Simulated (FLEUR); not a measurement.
# Anisotropy of Co (c factor at fixed volume 1.2 on the database's cell) with FLEUR

Aim: the anisotropy of Co (c factor at fixed volume 1.2 on the database's cell) from single passes in the potential of one collinear state.

Calculated with FLEUR MaX-R8.1; PBE; all-electron FLAPW, Dirac cores, scalar-relativistic bands.

### Step 1. The starting structure

Symmetry: P6_3/mmc, No. 194, hexagonal system. Conventional cell: a = 2.289 Å, b = 2.289 Å, c = 4.884 Å, α = 90.00°, β = 90.00°, γ = 120.00°. Co has 6 Co at 2.29 Å nearest.

The cell is strained on purpose: c factor at fixed volume 1.2 on the database's cell.

### Step 2. Reference state

The force theorems are single passes in this state's potential, so it has to be converged first.

No symmetry is used, so that later steps may turn the spins freely; k and −k are joined. inpgen writes inp.xml from crystal.txt; cutoffs, mixing, functional, smearing and local orbitals are then set in the file. The k list scf (kpts.xml, not shown) is a Γ-centred 14×14×6 mesh; where the ranks do not divide the number of points, some are split in two of half the weight.

File inp.xml:

```
<?xml version="1.0" encoding="UTF-8" standalone="no"?>
<fleurInput fleurInputVersion="0.39">
   <comment>
      Co
   </comment>
   <calculationSetup>
      <cutoffs Kmax="3.89" Gmax="11.7" GmaxXC="11.7" numbands="0"/>
      <scfLoop itmax="110" minDistance="0.00002" maxIterBroyd="15" imix="Anderson" alpha="0.05" precondParam="0.0" spinf="2.0" sdNocoIR="T"/>
      <coreElectrons ctail="F" frcor="F" kcrel="0" coretail_lmax="0"/>
      <xcFunctional name="pbe" relativisticCorrections="F"/>
      <magnetism jspins="2" l_noco="F" l_ss="F">
         <qss>0.0 0.0 0.0</qss>
         <mtNocoParams l_mperp="F" l_mtNocoPot="F" l_relaxSQA="F" mag_mixing_scheme="0" mix_RelaxWeightOffD="1.0" l_constrained="F" mix_constr="1.0"/>
         <sourceFreeMag l_sourceFree="F" l_scaleMag="F" mag_scale="1.0"/>
      </magnetism>
      <soc l_soc="F" theta="0.0" phi="0.0" spav="F"/>
      <expertModes spex="0" secvar="F"/>
      <geometryOptimization l_f="F" forcealpha="1.0" forcemix="BFGS" epsdisp="0.00001" epsforce="0.00001"/>
      <ldaU l_linMix="F" mixParam="0.05" spinf="1.0"/>
   </calculationSetup>
   <cell>
      <bzIntegration valenceElectrons="34.0" mode="hist" fermiSmearingEnergy="0.00183747">
         <kPointListSelection listName="scf"/>
         <xi:include xmlns:xi="http://www.w3.org/2001/XInclude" href="kpts.xml"> </xi:include>
      </bzIntegration>
      <xi:include xmlns:xi="http://www.w3.org/2001/XInclude" href="sym.xml"> </xi:include>
      <bulkLattice scale="1.0">
         <bravaisMatrix>
            <row-1>    4.3254556715186192    -0.0000000039306303     0.0000000000000000</row-1>
            <row-2>   -2.1627278323672514     3.7459544964348916     0.0000000000000000</row-2>
            <row-3>    0.0000000000000000     0.0000000000000000     9.2291956254114478</row-3>
         </bravaisMatrix>
      </bulkLattice>
   </cell>
   <atomSpecies>
      <species name="Cobalt (Co2.000" element="Co" atomicNumber="27">
         <mtSphere radius="2.11" gridPoints="697" logIncrement="0.017"/>
         <atomicCutoffs lmax="8" lnonsphr="6"/>
         <electronConfig flipSpins="F">
            <coreConfig>(1s1/2) (2s1/2) (2p1/2) (2p3/2)</coreConfig>
            <valenceConfig>(3s1/2) (3p1/2) (3p3/2) (4s1/2) (3d3/2) (3d5/2)</valenceConfig>
            <stateOccupation state="(3d3/2)" spinUp="1.5" spinDown="1.3"/>
            <stateOccupation state="(3d5/2)" spinUp="3.0" spinDown="1.2"/>
         </electronConfig>
         <energyParameters s="4" p="4" d="3" f="4"/>
         <lo type="SCLO" l="0" n="3" eDeriv="0"/>
         <lo type="SCLO" l="1" n="3" eDeriv="0"/>
      </species>
   </atomSpecies>
   <atomGroups>
      <atomGroup species="Cobalt (Co2.000">
         <relPos label="                   1">1.000/3.000 -1.000/3.000 1.000/4.000</relPos>
         <force calculate="T" relaxXYZ="TTT"/>
         <nocoParams  alpha="0.0" beta="0.0"/>
      </atomGroup>
      <atomGroup species="Cobalt (Co2.000">
         <relPos label="                   2">-1.000/3.000 1.000/3.000 -1.000/4.000</relPos>
         <force calculate="T" relaxXYZ="TTT"/>
         <nocoParams  alpha="0.0" beta="0.0"/>
      </atomGroup>
   </atomGroups>
   <output dos="F" band="F" slice="F">
      <bandDOS minEnergy="-.5*Htr" maxEnergy="0.5*Htr" sigma="0.015" storeEVData="T"/>
      <plotting iplot="0" polar="F">
         <plot TwoD="T" vec1="  1.0  0.0  0.0" vec2="  0.0  1.0  0.0" vec3="  0.0  0.0  1.0" zero="  0.0  0.0  0.0" file="plot"/>
      </plotting>
      <moessbauerParams electricFieldGradient="F" isomerShift="F" coreHyperfine="F" valenceHyperfine="F"/>
   </output>
</fleurInput>
```

File crystal.txt:

```
Co
&input film=F cartesian=F /
2.28893256817  -0.00000000208  0.00000000000
-1.14446628229  1.98227375262  0.00000000000
0.00000000000  0.00000000000  4.88388000000
1.8897261246
1.0 1.0 1.0

2
27 0.33333333333  0.66666666667  0.25000000000 : 2.000
27 0.66666666667  0.33333333333  0.75000000000 : 2.000

&kpt div1=14 div2=14 div3=6 gamma=T /
```

Started as:

```bash
> OMP_NUM_THREADS=1 inpgen -f crystal.txt -nosym -noco > inpgen.log  # inp.xml is then edited as shown
> OMP_NUM_THREADS=1 mpirun -n 4 fleur_MPI > fleur.log
```

Output:

```text
Welcome to FLEUR        (www.flapw.de)
      MaX-Release 8.1          (www.max-centre.eu)

 ========== k-point set info ==========
 Selected k-point list: scf
 k-point list type: mesh
 0 x 0 x 0
 Number of k points: 592

 ------------Calculation Setup---------------------------
 Number of MPI-tasks      :            4
 Number of PE/node        :            4
 Number of OMP-threads    :            1
 k-points in parallel     :            4
 pe's per k-point         :            1
 No of k-point loops      :          148
 Eigenvalue solver        :       lapack
 Number of basis functions:          169
 Approximate size of matrices (H+S) per k-point:         0.001 GB
 --------------------------------------------------------
 Iteration:     1   Distance:       9.63888997 me/bohr^3
 Iteration:     2   Distance:       9.15266095 me/bohr^3
 Iteration:     3   Distance:       4.78067181 me/bohr^3
 Iteration:     4   Distance:       3.44616589 me/bohr^3
 Iteration:     5   Distance:       2.00132164 me/bohr^3
 Iteration:     6   Distance:       0.76244899 me/bohr^3
 Iteration:     7   Distance:       0.69918615 me/bohr^3
 Iteration:     8   Distance:       0.25532311 me/bohr^3
 Iteration:     9   Distance:       0.22259787 me/bohr^3
 Iteration:    10   Distance:       0.04838035 me/bohr^3
 Iteration:    11   Distance:       0.05055702 me/bohr^3
 Iteration:    12   Distance:       0.00534807 me/bohr^3
 Iteration:    13   Distance:       0.00565133 me/bohr^3
 Iteration:    14   Distance:       0.00123680 me/bohr^3
 Iteration:    15   Distance:       0.00064804 me/bohr^3
 Iteration:    16   Distance:       0.00062513 me/bohr^3
 Iteration:    17   Distance:       0.00057740 me/bohr^3
 Iteration:    18   Distance:       0.00034076 me/bohr^3
 Iteration:    19   Distance:       0.00011835 me/bohr^3
 Iteration:    20   Distance:       0.00005088 me/bohr^3
 Iteration:    21   Distance:       0.00001508 me/bohr^3

 ********************************************************************
 Run finished successfully
 Stop message:
   all done
 ********************************************************************

--- out.xml (last complete iteration) ---
<iteration numberForCurrentRun="   21" overallNumber="   21">
         <energyParameters units="Htr">
            <atomicEP atomType="1" spin="1" branch="4s" branchLowest="-3.14" branchHighest="2.32" value="0.1770543924"/>
            <atomicEP atomType="1" spin="1" branch="4p" branchLowest="-1.78" branchHighest="2.96" value="0.3098031992"/>
            <atomicEP atomType="1" spin="1" branch="3d" branchLowest="-9.99" branchHighest="0.44" value="0.2730813680"/>
            <atomicEP atomType="1" spin="1" branch="4f" branchLowest="-9.99" branchHighest="4.08" value="0.6240447650"/>
            <loAtomicEP atomType="1" spin="1" branch="3s" branchLowest="-32.40" branchHighest="-3.14" value="-3.1565371713"/>
            <loAtomicEP atomType="1" spin="1" branch="3p" branchLowest="-27.65" branchHighest="-1.78" value="-1.8072912819"/>
            <atomicEP atomType="2" spin="1" branch="4s" branchLowest="-3.14" branchHighest="2.32" value="0.1770543924"/>
            <atomicEP atomType="2" spin="1" branch="4p" branchLowest="-1.78" branchHighest="2.96" value="0.3098031992"/>
            <atomicEP atomType="2" spin="1" branch="3d" branchLowest="-9.99" branchHighest="0.44" value="0.2730813681"/>
            <atomicEP atomType="2" spin="1" branch="4f" branchLowest="-9.99" branchHighest="4.08" value="0.6240447650"/>
            <loAtomicEP atomType="2" spin="1" branch="3s" branchLowest="-32.40" branchHighest="-3.14" value="-3.1565371713"/>
            <loAtomicEP atomType="2" spin="1" branch="3p" branchLowest="-27.65" branchHighest="-1.78" value="-1.8072912818"/>
            <atomicEP atomType="1" spin="2" branch="4s" branchLowest="-3.07" branchHighest="2.37" value="0.1792191830"/>
            <atomicEP atomType="1" spin="2" branch="4p" branchLowest="-1.70" branchHighest="3.01" value="0.3088197886"/>
            <atomicEP atomType="1" spin="2" branch="3d" branchLowest="-9.99" branchHighest="0.52" value="0.3248585498"/>
            <atomicEP atomType="1" spin="2" branch="4f" branchLowest="-9.99" branchHighest="4.13" value="0.6208179271"/>
            <loAtomicEP atomType="1" spin="2" branch="3s" branchLowest="-32.37" branchHighest="-3.07" value="-3.0799276806"/>
            <loAtomicEP atomType="1" spin="2" branch="3p" branchLowest="-27.63" branchHighest="-1.70" value="-1.7327225378"/>
            <atomicEP atomType="2" spin="2" branch="4s" branchLowest="-3.07" branchHighest="2.37" value="0.1792191830"/>
            <atomicEP atomType="2" spin="2" branch="4p" branchLowest="-1.70" branchHighest="3.01" value="0.3088197886"/>
            <atomicEP atomType="2" spin="2" branch="3d" branchLowest="-9.99" branchHighest="0.52" value="0.3248585499"/>
            <atomicEP atomType="2" spin="2" branch="4f" branchLowest="-9.99" branchHighest="4.13" value="0.6208179271"/>
            <loAtomicEP atomType="2" spin="2" branch="3s" branchLowest="-32.37" branchHighest="-3.07" value="-3.0799276805"/>
            <loAtomicEP atomType="2" spin="2" branch="3p" branchLowest="-27.63" branchHighest="-1.70" value="-1.7327225377"/>
         </energyParameters>
         <bandgap value="0.0000000007" units="eV"/>
         <sumValenceSingleParticleEnergies value="-28.6083858373" units="Htr"/>
         <FermiEnergy value="0.3822909771" units="Htr"/>
         <valenceDensity>
            <mtCharges spin="1">
               <mtCharge atomType="1" total="8.6749739" s="1.1721010" p="3.1323609" d="4.3557451" f="0.0111129"/>
               <mtCharge atomType="2" total="8.6749739" s="1.1721010" p="3.1323609" d="4.3557451" f="0.0111129"/>
            </mtCharges>
            <mtCharges spin="2">
               <mtCharge atomType="1" total="6.9477090" s="1.1716634" p="3.1535913" d="2.6089736" f="0.0104453"/>
               <mtCharge atomType="2" total="6.9477090" s="1.1716634" p="3.1535913" d="2.6089736" f="0.0104453"/>
            </mtCharges>
            <spinDependentCharge spin="1" total="18.6762928" interstitial="1.3263451" mtSpheres="17.3499477"/>
            <spinDependentCharge spin="2" total="15.3237072" interstitial="1.4282892" mtSpheres="13.8954180"/>
            <totalCharge value="34.0000000000"/>
         </valenceDensity>
         <coreStates atomType="     1" atomicNumber=" 27" spin="1" kinEnergy="    624.7462473808" eigValSum="   -393.7193682733" lostElectrons=" 0.000000">
            <state n="1" l="0" j="0.5" energy="-278.3375932998" weight="1.0000000000"/>
            <state n="2" l="0" j="0.5" energy="-32.4040923489" weight="1.0000000000"/>
            <state n="2" l="1" j="0.5" energy="-28.0221251780" weight="1.0000000000"/>
            <state n="2" l="1" j="1.5" energy="-27.4777787233" weight="2.0000000000"/>
         </coreStates>
         <coreStates atomType="     1" atomicNumber=" 27" spin="2" kinEnergy="    625.1100671921" eigValSum="   -393.6012335439" lostElectrons=" 0.000000">
            <state n="1" l="0" j="0.5" energy="-278.3378447782" weight="1.0000000000"/>
            <state n="2" l="0" j="0.5" energy="-32.3677610541" weight="1.0000000000"/>
            <state n="2" l="1" j="0.5" energy="-27.9953390390" weight="1.0000000000"/>
            <state n="2" l="1" j="1.5" energy="-27.4501443363" weight="2.0000000000"/>
         </coreStates>
         <coreStates atomType="     2" atomicNumber=" 27" spin="1" kinEnergy="    624.7462473807" eigValSum="   -393.7193682728" lostElectrons=" 0.000000">
            <state n="1" l="0" j="0.5" energy="-278.3375932997" weight="1.0000000000"/>
            <state n="2" l="0" j="0.5" energy="-32.4040923488" weight="1.0000000000"/>
            <state n="2" l="1" j="0.5" energy="-28.0221251779" weight="1.0000000000"/>
            <state n="2" l="1" j="1.5" energy="-27.4777787232" weight="2.0000000000"/>
         </coreStates>
         <coreStates atomType="     2" atomicNumber=" 27" spin="2" kinEnergy="    625.1100671921" eigValSum="   -393.6012335434" lostElectrons=" 0.000000">
            <state n="1" l="0" j="0.5" energy="-278.3378447781" weight="1.0000000000"/>
            <state n="2" l="0" j="0.5" energy="-32.3677610540" weight="1.0000000000"/>
            <state n="2" l="1" j="0.5" energy="-27.9953390389" weight="1.0000000000"/>
            <state n="2" l="1" j="1.5" energy="-27.4501443362" weight="2.0000000000"/>
         </coreStates>
         <allElectronCharges>
            <spinDependentCharge spin="1" total="28.6762928" interstitial="1.3263451" mtSpheres="27.3499477"/>
            <spinDependentCharge spin="2" total="25.3237072" interstitial="1.4282892" mtSpheres="23.8954180"/>
            <totalCharge value="54.0000000008"/>
         </allElectronCharges>
         <magneticMomentsInMTSpheres units="muBohr">
            <globalMagMoment atomType="1" vec="0.00000   0.00000   1.72726"/>
            <localMagMoment atomType="1" vec="0.00000   0.00000   1.72726"/>
            <globalMagMoment atomType="2" vec="0.00000   0.00000   1.72726"/>
            <localMagMoment atomType="2" vec="0.00000   0.00000   1.72726"/>
         </magneticMomentsInMTSpheres>
         <moessbauerParams unitsHFF="kG" unitsIS="e/bohr^3" unitsEFG="Htr/bohr^2">
         </moessbauerParams>
         <totalEnergy value="    -2786.9138604836" units="Htr">
            <sumOfEigenvalues value="    -1603.2495894706">
               <coreElectrons value="-1574.6412036333"/>
               <valenceElectrons value="-28.6083858373"/>
            </sumOfEigenvalues>
            <densityCoulombPotentialIntegral value="-4276.6192534468"/>
            <densityEffectivePotentialIntegral value="-4431.7197572438"/>
            <chargeDenXCDenIntegral value="-119.4369832105"/>
            <FockExchangeEnergyValence value="0.0000000000"/>
            <FockExchangeEnergyCore value="0.0000000000"/>
            <atomTypeDependentContributions atomType="1">
               <electronNucleiInteractionDifferentMTs value="1666.0213540201"/>
               <MadelungTerm value="-12.7973551406"/>
            </atomTypeDependentContributions>
            <atomTypeDependentContributions atomType="2">
               <electronNucleiInteractionDifferentMTs value="1666.0213540216"/>
               <MadelungTerm value="-12.7973551406"/>
            </atomTypeDependentContributions>
            <tkbTimesEntropy value="0.0007053850"/>
            <freeEnergy value="-2786.9145658686"/>
            <extrapolationTo0K value="-2786.9142131761"/>
         </totalEnergy>
         <densityConvergence units="me/bohr^3">
            <chargeDensity spin="1" distance="0.0000073571"/>
            <chargeDensity spin="2" distance="0.0000102010"/>
            <overallChargeDensity distance="0.0000094301"/>
            <spinDensity distance="0.0000150815"/>
         </densityConvergence>
      </iteration>
```

It took 2.5 min on 4 MPI ranks of Arm Neoverse V1, shared host; peak memory 0.44 GiB.

Read from the output:

```yaml
free_energy: -75835.8087 eV
program_s_band_gap_on_this_mesh_in_a_metal_only_a_level_spacing: 7.00e-10 eV
magnetization: 3.353 μB
final_state: ferromagnetic
largest_moment: 1.727 μB
```

After 21 cycles the largest moment stands at 1.73 μB.

### Step 3. Anisotropy by the force theorem, rung 1

Anisotropy is a small difference, so it is taken from sums over occupied states at a frozen potential, where most errors cancel.

One pass with spin–orbit coupling for each direction, from the saved density. Inversion lets half of the mesh serve, which the program's warning doesn't know. The k list mae (kpts.xml, not shown) is a Γ-centred 19×19×8 mesh.

Edit inp.xml of step 2 so:

```diff
@@ -6,4 +6,4 @@
    <calculationSetup>
-      <cutoffs Kmax="3.89" Gmax="11.7" GmaxXC="11.7" numbands="0"/>
-      <scfLoop itmax="110" minDistance="0.00002" maxIterBroyd="15" imix="Anderson" alpha="0.05" precondParam="0.0" spinf="2.0" sdNocoIR="T"/>
+      <cutoffs Kmax="3.89" Gmax="11.7" GmaxXC="11.7" numbands="74"/>
+      <scfLoop itmax="1" minDistance="0.00002" maxIterBroyd="15" imix="Anderson" alpha="0.05" precondParam="0.0" spinf="2.0" sdNocoIR="T"/>
       <coreElectrons ctail="F" frcor="F" kcrel="0" coretail_lmax="0"/>
@@ -15,3 +15,3 @@
       </magnetism>
-      <soc l_soc="F" theta="0.0" phi="0.0" spav="F"/>
+      <soc l_soc="T" theta="0.0" phi="0.0" spav="F"/>
       <expertModes spex="0" secvar="F"/>
@@ -22,3 +22,3 @@
       <bzIntegration valenceElectrons="34.0" mode="hist" fermiSmearingEnergy="0.00183747">
-         <kPointListSelection listName="scf"/>
+         <kPointListSelection listName="mae"/>
          <xi:include xmlns:xi="http://www.w3.org/2001/XInclude" href="kpts.xml"> </xi:include>
@@ -68,2 +68,5 @@
    </output>
+   <forceTheorem>
+      <MAE theta="0.0 1.5707963 1.5707963 0.7853982" phi="0.0 0.0 0.5235988 0.0"/>
+   </forceTheorem>
 </fleurInput>
```

Started as:

```bash
> OMP_NUM_THREADS=1 mpirun -n 4 fleur_MPI -warn_only > fleur.log
```

Output:

```text
[banner, memory and clock lines left out]
Welcome to FLEUR        (www.flapw.de)
      MaX-Release 8.1          (www.max-centre.eu)
************FLEUR-Warning*****************
Error message: k-point set is not compatible to missing time-reversal symmetry in calculation.
Error occurred in subroutine: gen_bz
Error from PE:0/4
Other PEs with error messages:
     1-k-point set is not compatible to missing time-reversal symmetry in calculation.
     2-k-point set is not compatible to missing time-reversal symmetry in calculation.
     3-k-point set is not compatible to missing time-reversal symmetry in calculation.
*****************************************

 ========== k-point set info ==========
 Selected k-point list: mae
 k-point list type: mesh
 0 x 0 x 0
 Number of k points: 1448

 [... set-up left out ...]
 ********************************************************************
 Run finished successfully
 Stop message:
   Forcetheorem MAE
 ********************************************************************

--- out.xml (force theorem) ---
<Forcetheorem_MAE Angles="4" units="Htr">
            <Angle theta="0.0000000" phi="0.0000000" ev-sum="-28.609584224"/>
            <Angle theta="1.5707963" phi="0.0000000" ev-sum="-28.609579041"/>
            <Angle theta="1.5707963" phi="0.5235988" ev-sum="-28.609579059"/>
            <Angle theta="0.7853982" phi="0.0000000" ev-sum="-28.609581664"/>
         </Forcetheorem_MAE>
```

Elapsed: 1.9 min, on 4 MPI ranks; peak memory 1.4 GiB.

Anisotropy energies, by row:

| axis | x | y | z | band energy less the first axis' (meV a cell) |
| --- | --- | --- | --- | --- |
| [001] | 0 | 0 | 1 | 0 |
| [100] | 1 | 0 | 0 | 0.141 |
| [210] | 0.866 | 0.5 | 0 | 0.1405 |
| 45 degrees from [001] toward [100] | 0.7071 | 0 | 0.7071 | 0.06966 |

Indices are those of the standard conventional cell; x, y, z give the same directions in the axes of the input.

### Step 4. Anisotropy by the force theorem, rung 2

A second rung shows how far the first can be trusted.

The k list mae (kpts.xml, not shown) is a Γ-centred 28×28×12 mesh.

inp.xml is that of step 3.

Output:

```text
[banner, memory and clock lines left out]
Welcome to FLEUR        (www.flapw.de)
      MaX-Release 8.1          (www.max-centre.eu)
************FLEUR-Warning*****************
Error message: k-point set is not compatible to missing time-reversal symmetry in calculation.
Error occurred in subroutine: gen_bz
Error from PE:0/4
Other PEs with error messages:
     2-k-point set is not compatible to missing time-reversal symmetry in calculation.
     3-k-point set is not compatible to missing time-reversal symmetry in calculation.
*****************************************

[...]
k-point list type: mesh
 0 x 0 x 0
 Number of k points: 4708

 [... set-up left out ...]
 ********************************************************************
 Run finished successfully
 Stop message:
   Forcetheorem MAE
 ********************************************************************

--- out.xml (force theorem) ---
<Forcetheorem_MAE Angles="4" units="Htr">
            <Angle theta="0.0000000" phi="0.0000000" ev-sum="-28.609529451"/>
            <Angle theta="1.5707963" phi="0.0000000" ev-sum="-28.609530663"/>
            <Angle theta="1.5707963" phi="0.5235988" ev-sum="-28.609530653"/>
            <Angle theta="0.7853982" phi="0.0000000" ev-sum="-28.609530054"/>
         </Forcetheorem_MAE>
```

It took 6.2 min on 4 MPI ranks; peak memory 4.1 GiB; 25 min of CPU time.

Anisotropy energies, by row:

| axis | x | y | z | band energy less the first axis' (meV a cell) |
| --- | --- | --- | --- | --- |
| [001] | 0 | 0 | 1 | 0 |
| [100] | 1 | 0 | 0 | -0.03298 |
| [210] | 0.866 | 0.5 | 0 | -0.03271 |
| 45 degrees from [001] toward [100] | 0.7071 | 0 | 0.7071 | -0.01641 |

(Continued in part 2 of 2.)

[Logs and program files are shortened in this print: banners, set-up blocks, solver, clock and traceback lines can be left out without a mark of their own.]

[Logs are printed without paths, hosts, clocks, repeated set-up lines and the standing remarks that a program may print on its own settings, such as how far it seeks lower states.]

[Hosts, paths, dates, database ids (printed as entryN), source tags and the programs' standing remarks are cut or masked in the printed files.]

[Where a cell is said to come from a database of computed structures, the database is the Materials Project.]
